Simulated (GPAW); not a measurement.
Computed results, one entry a study.

**Cd4Se3S (ordered alloy, started on the zincblende lattice) (P-43m): G0W0 with GPAW, start to end**

The structure is cubic, space group P-43m (No. 215). The conventional cell has a = 6.123 Å, b = 6.123 Å, c = 6.123 Å, α = 90.00°, β = 90.00°, γ = 90.00°. S has 4 Cd at 2.58 Å nearest. Nearest to Cd lie 1 S at 2.58 Å and 3 Se at 2.67 Å. Nearest to Se lie 4 Cd at 2.67 Å. Farther neighbours and most contacts between anions are not listed.

```xyz
8
Lattice="6.1227 0.0000 0.0000 0.0000 6.1227 0.0000 0.0000 0.0000 6.1227" Properties=species:S:1:pos:R:3 pbc="T T T"
S     0.0000    0.0000    0.0000
Cd    4.6310    4.6310    4.6310
Se    3.0614    3.0614    0.0000
Cd    1.4917    1.4917    4.6310
Se    3.0614    0.0000    3.0614
Cd    1.4917    4.6310    1.4917
Se    0.0000    3.0614    3.0614
Cd    4.6310    1.4917    1.4917
```

| Item | Value |
| --- | --- |
| method | DFT, PBE, plane waves, PAW (and 1 further level or step) |
| program | GPAW 26.7.0 |
| settings of one run | cutoff 450 eV, GPAW PAW setups 1.2.1 data release, 2×2×2 k-mesh, nbands 141 |
| cost | 3 runs, 75 s in all on 4 MPI ranks of Arm Neoverse V2, shared host (the runs of this entry) |
| notes | The structure was built from a prototype and need not be the compound’s stable phase. The structure was relaxed with PBE. The structure type comes from a generator and need not be one that this composition takes. Limits: no spin-orbit coupling. Bands and cutoff are finite, so the gap is not at the basis limit. The miss can reach some tenths of an eV and take either sign; the mesh is an error of its own. The 2×2×2 mesh is coarse for this cell, which bears on the long-range parts of exchange and screening. |
| PBE gap | 0.60 eV, direct |
| G0W0 gap on the mesh | 1.18 eV |
| GW settings | 2×2×2 mesh, 131 bands, screening to 40 eV, Godby-Needs plasmon pole |
| known limits | not at the basis limit; no spin-orbit coupling; coarse k mesh |

G0W0 moves the gap on the mesh from 0.60 eV to 1.18 eV (+0.58 eV), with Z of 0.78 and 0.81 at the edges. Only 1 of the mesh's irreducible points was corrected, so a valley elsewhere could overtake.

### A GW chain in GPAW: Cd4Se3S (ordered alloy, started on the zincblende lattice) (P-43m)

It takes space group P-43m (No. 215, cubic). Conventional cell: a = 6.123 Å, b = 6.123 Å, c = 6.123 Å, α = 90.00°, β = 90.00°, γ = 90.00°. Nearest to S lie 4 Cd at 2.58 Å. Nearest to Cd lie 1 S at 2.58 Å and 3 Se at 2.67 Å. Nearest to Se lie 4 Cd at 2.67 Å. Farther neighbours and most contacts between anions are not listed.

| Item | Value |
| --- | --- |
| method | DFT, PBE, plane waves, PAW (and 1 further level or step) |
| program | GPAW 26.7.0 |
| settings of one run | cutoff 550 eV, GPAW PAW setups 1.2.1 data release, 4×4×4 k-mesh |
| cost | 5 runs, 6.8 min in all on 4 MPI ranks of Arm Neoverse V2, shared host (the runs of this entry) |
| notes | The structure was built from a prototype and need not be the compound’s stable phase. The start is a generated structure, not a measured one. The structure type comes from a generator and need not be one that this composition takes. Limits: no spin-orbit coupling. Bands and cutoff are finite, so the gap is not at the basis limit. The miss can reach some tenths of an eV and take either sign; the mesh is an error of its own. The 2×2×2 mesh is coarse for this cell, which bears on the long-range parts of exchange and screening. |
| PBE gap | 0.60 eV, direct |
| G0W0 gap on the mesh | 1.17 eV |
| GW settings | 2×2×2 mesh, 173 bands, screening to 48 eV, Godby-Needs plasmon pole |
| known limits | not at the basis limit; no spin-orbit coupling; coarse k mesh |

G0W0 moves the gap on the mesh from 0.60 eV to 1.17 eV (+0.57 eV), with Z of 0.78 and 0.80 at the edges. Only 1 of the mesh's irreducible points was corrected, so a valley elsewhere could overtake.

[Paths, hosts, dates, memory and timing lines, banners, echoed tables and standing remarks are left out of the program output.]

[Logs are printed without paths, hosts, clocks, repeated set-up lines and the standing remarks that a program may print on its own settings, such as how far it seeks lower states.]

[Runs of the session that timed out or met a known fault of the program may be left out.]

[Hosts, paths, dates, database ids (printed as entryN), source tags and the programs' standing remarks are cut or masked in the printed files.]
